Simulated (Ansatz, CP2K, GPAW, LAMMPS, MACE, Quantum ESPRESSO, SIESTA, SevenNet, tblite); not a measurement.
**How far do other methods lie from plane waves? Ionic liquid ethylpyridinium dicyanamide with Li salt at 400 K (98 atoms)**

One geometry of ionic liquid ethylpyridinium dicyanamide with Li salt at 400 K (98 atoms) is solved by several programs and methods. How far do their forces lie from a plane-wave PBE run?

Results are calculated, not measured.

### 1. The structure

The cell holds 98 atoms (38 C, 19 N, 40 H and 1 Li), with edges of 10.52, 10.52 and 10.52 Å. Recipe: 4 ethylpyridinium, 5 dicyanamide, 1 Li+ placed at random, at 1.1 g/cm³; overlaps pushed apart, then 10 ps at 700 K with Joung-Cheatham ions (J. Phys. Chem. B 112, 9020 (2008)); MMFF94 bonds, angles, torsions, charges and radii (Halgren, J. Comput. Chem. 17, 490 (1996)) in harmonic and 12-6 forms; charges of ions scaled by 0.8. Snapshot after 30 ps at 400 K and fixed volume. The density is 1.10 g/cm³.

### 2. The reference input

Quantum ESPRESSO 7.5: Kohn-Sham DFT, PBE, SSSP efficiency 1.3.0 pseudopotentials, plane waves. Its input, pw.in:

```
&control
  calculation = 'scf'
  pseudo_dir = './pseudo'
  outdir = './tmp'
  disk_io = 'none'
  tprnfor = .true.
  tstress = .true.
/
&system
  ibrav = 0
  nat = 98
  ntyp = 4
  ecutwfc = 60
  ecutrho = 480
  nosym = .true.
  occupations = 'smearing'
  smearing = 'fd'
  degauss = 0.003675
/
&electrons
  conv_thr = 4.9e-07
  electron_maxstep = 100
  mixing_beta = 0.4
  mixing_mode = 'plain'
  diagonalization = 'david'
/
ATOMIC_SPECIES
C 12.011 C.upf
N 14.007 N.upf
H 1.008 H.upf
Li 6.940 Li.upf
CELL_PARAMETERS angstrom
10.51987 0.00000 0.00000
0.00000 10.51987 0.00000
0.00000 0.00000 10.51987
ATOMIC_POSITIONS crystal
C 0.48108 0.82770 0.88190
C 0.41822 0.86185 0.00015
N 0.29046 0.90593 0.95593
C 0.18525 0.83410 0.97961
[... 92 atom lines left out ...]
N 0.61305 0.14973 0.83736
Li 0.64310 0.04636 0.66996
K_POINTS gamma
```

```console
$ OMP_NUM_THREADS=1 mpirun -np 2 pw.x -in pw.in > output.txt
```

Elapsed: 2.5 min, on 2 MPI ranks of Arm Neoverse V2, shared host; peak memory 2.3 GiB; 5.1 min of CPU time.

It converged with an r.m.s. force component of 1.7 eV/Å and a pressure of 0.73 GPa.

Its highest filled and lowest empty levels lie 1.79 eV apart on its k-points.

### 3. The other programs

- CP2K 2026.2: Gaussian basis with GTH pseudopotentials and a plane-wave density; labels give functional, basis (MOLOPT sets; SR short-range, UZH the newer set with its own potentials), grid cutoff/relative cutoff and solver (OT: orbital transformation; TRS4, TC2, SIGN: linear-scaling purification with its sparsity filter), or its built-in tight binding.
- GPAW 26.7.0: PAW with atomic orbitals (LCAO), plane waves or a real-space grid of spacing h.
- MACE: machine-learned potential, published weights.
- Quantum ESPRESSO 7.5: plane waves; labels (QE) give functional, pseudopotential set and cutoffs of waves/density.
- SIESTA 5.4.2: numerical atomic orbitals, whose automatically made sets are far from complete, with PseudoDojo norm-conserving potentials that we converted to its format (checked against plane waves on the same files for H, C, O, Si, Ge and Ca alone); labels give functional, basis size, energy shift and mesh cutoff.
- SevenNet: machine-learned potential, published weights.
- tblite 0.8.0: extended tight binding, driven from Python.

All use the same cell and atoms, and the electronic-structure runs the same k-mesh.

### 4. All runs compared

Differences are against the reference: forces as r.m.s. over components, share as that over the reference's r.m.s. force, slope as the fitted ratio of a run's forces to the reference's.

```
                                                           run  Δ force, r.m.s. (meV/Å)  share (%)  slope  Δ pressure (GPa)  Δ gap (eV)  cores  CPU time  memory (GiB)
                                                     reference                        -          -      -                 -           -      2   5.1 min           2.3
 CP2K PBE, DZVP-MOLOPT-SR, 210/50 Ry, diagonalisation (coarse)                      144       8.39  1.055             0.629      -0.129      2   3.3 min           0.9
          CP2K PBE, DZVP-MOLOPT-SR, 600/50 Ry, diagonalisation                      137       7.96  1.053             0.594      -0.129      2   4.5 min           2.9
  CP2K PBE, SZV-MOLOPT-SR, 600/50 Ry, diagonalisation (coarse)                     1972        115  1.752              8.47           -      1   2.8 min           2.8
CP2K PBE, TZV2P-MOLOPT (SR for Li), 600/50 Ry, diagonalisation                     40.4       2.35  0.988             0.210     -0.0143      4    35 min           4.5
                CP2K PBE, TZVP-UZH, 600/50 Ry, diagonalisation                     70.8       4.12  1.011             0.700     -0.0337      4   4.9 min           3.9
                                  GPAW PBE, LCAO dzp, h 0.18 Å                      576       33.5  1.193                 -      -0.217      2      93 s           1.3
                     GPAW PBE, LCAO sz(dzp), h 0.18 Å (coarse)                     3034        176  1.857                 -       -1.42      1      37 s          0.87
                    GPAW PBE, LCAO szp(dzp), h 0.18 Å (coarse)                     1463       85.1  1.276                 -       -1.33      1      70 s           1.1
                                  MACE MP-0b3 medium potential                      181       10.5  0.994             0.145           -      1     8.2 s           1.2
               QE PBE+D3(BJ), sssp-1.3.0-efficiency, 60/480 Ry                     12.3      0.716  1.000             -0.85           0      2   5.1 min           2.3
             QE PBE, sssp-1.3.0-efficiency, 35/280 Ry (coarse)                     56.7        3.3  1.022             -1.69      0.0032      2   2.2 min           1.1
           SIESTA PBE, DZ, shift 0.01 Ry, mesh 500 Ry (coarse)                      910       52.9  1.308              4.78      -0.356      2   1.7 min           1.1
                   SIESTA PBE, DZP, shift 0.01 Ry, mesh 500 Ry                      844       49.1  1.279              4.36     -0.0725      2   3.7 min           1.7
                   SIESTA PBE, DZP, shift 0.01 Ry, mesh 700 Ry                      844       49.1  1.279              4.36     -0.0725      4   7.3 min           3.5
                   SIESTA PBE, TZP, shift 0.01 Ry, mesh 500 Ry                      788       45.8  1.253              4.12     -0.0821      4     5 min           2.4
                                          SevenNet 0 potential                      202       11.7  1.030             0.394           -      1     7.7 s           1.0
                                       SevenNet l3i5 potential                      184       10.7  1.041             0.567           -      1      10 s           1.8
                                               tblite GFN1-xTB                      498       29.0  0.840             -3.89           -      1     3.1 s          0.17
```

Rows marked coarse use a setting chosen to be so.

Times of the machine-learned potentials are mostly Python's start and the loading of weights.

CPU time is summed over cores on shared hosts, so it is rough.

### 5. What came out

Forces lie from 0.72 % (QE PBE+D3(BJ), sssp-1.3.0-efficiency, 60/480 Ry) to 176 % (GPAW PBE, LCAO sz(dzp), h 0.18 Å, coarse) of the reference's r.m.s. force of 1.7 eV/Å away from it. The PBE runs in local orbitals, coarse settings apart, differ by 2.3 % (CP2K PBE, TZV2P-MOLOPT (SR for Li), 600/50 Ry, diagonalisation) to 49 % (SIESTA PBE, DZP, shift 0.01 Ry, mesh 700 Ry); basis, grid and potentials can all enter. Tight binding differs by 29 % (tblite GFN1-xTB); it is another model, with fitted parameters of its own, and the xTB methods hold dispersion. Machine-learned potentials differ by 11 % (MACE MP-0b3 medium potential) to 12 % (SevenNet 0 potential); they were trained on other programs' data.

In the reference's own program, potentials and cutoffs, a change of model alone moves forces by 0.72 % (QE PBE+D3(BJ), sssp-1.3.0-efficiency, 60/480 Ry). Runs with settings chosen to be coarse differ by 3.3 % (QE PBE, sssp-1.3.0-efficiency, 35/280 Ry) to 176 % (GPAW PBE, LCAO sz(dzp), h 0.18 Å), their programs' other errors included. GPAW PBE, LCAO dzp, h 0.18 Å stiffens the forces by a factor of 1.19 while following their directions (correlation 0.975). From CP2K PBE, DZVP-MOLOPT-SR, 210/50 Ry, diagonalisation to the finer CP2K PBE, DZVP-MOLOPT-SR, 600/50 Ry, diagonalisation the share falls from 8.4 to 8.0 %. From SIESTA PBE, DZP, shift 0.01 Ry, mesh 500 Ry to the finer SIESTA PBE, DZP, shift 0.01 Ry, mesh 700 Ry the share goes from 49.1 to 49.1 %, so the grid isn't what parts these runs from the reference. Pressures at PBE, coarse settings apart, lie +0.21 to +4.36 GPa from the reference's. Gaps at PBE, coarse settings apart, lie -0.22 to -0.01 eV from the reference's.

Caveats: Periodic xTB results under one method name differ between programs and library versions. The potentials hold different valence shells: 290 electrons in the reference, 288 in GPAW; this bears on time and differences. The reference's pressure holds the uncorrected Pulay stress of its 60 Ry basis, so small pressure differences, may be the reference's own error. Machine-learned potentials mimic data converged in k, so the reference's own k-point error enters their differences. The network of contacts between molecules at the start is that of the classical potential that made the cell, and needn't be the one that DFT or experiment would give. The reference's PBE has no dispersion term, which matters for the binding between molecules or layers. The density was typed from a rule of thumb and may lie off the real one at this temperature. The electronic-structure runs sample only Γ, in a cell whose shortest periodic width is 11 Å. Where levels are smeared, the DFT runs use Fermi–Dirac occupations at 580 K (0.05 eV), and energies are free energies. The reference's cutoffs and mesh weren't converged further here.

[Long decimals in the printed logs are rounded to 6 places.]

[Logs are printed without paths, hosts, clocks, repeated set-up lines and the standing remarks that a program may print on its own settings, such as how far it seeks lower states.]

[Hosts, paths, dates, database ids (printed as entryN), source tags and the programs' standing remarks are cut or masked in the printed files.]

[Only finished runs are shown, without SIESTA runs on faulty potentials for Cu, Fe, Ni or Zn; cells were taken only where this reference lay near another plane-wave run.]

[The MMFF94 radii named for the starting cell were scaled by 0.96; in molecules described by MMFF94, hydrogen bound to N, O or S took a small fixed 12-6 site in their place.]
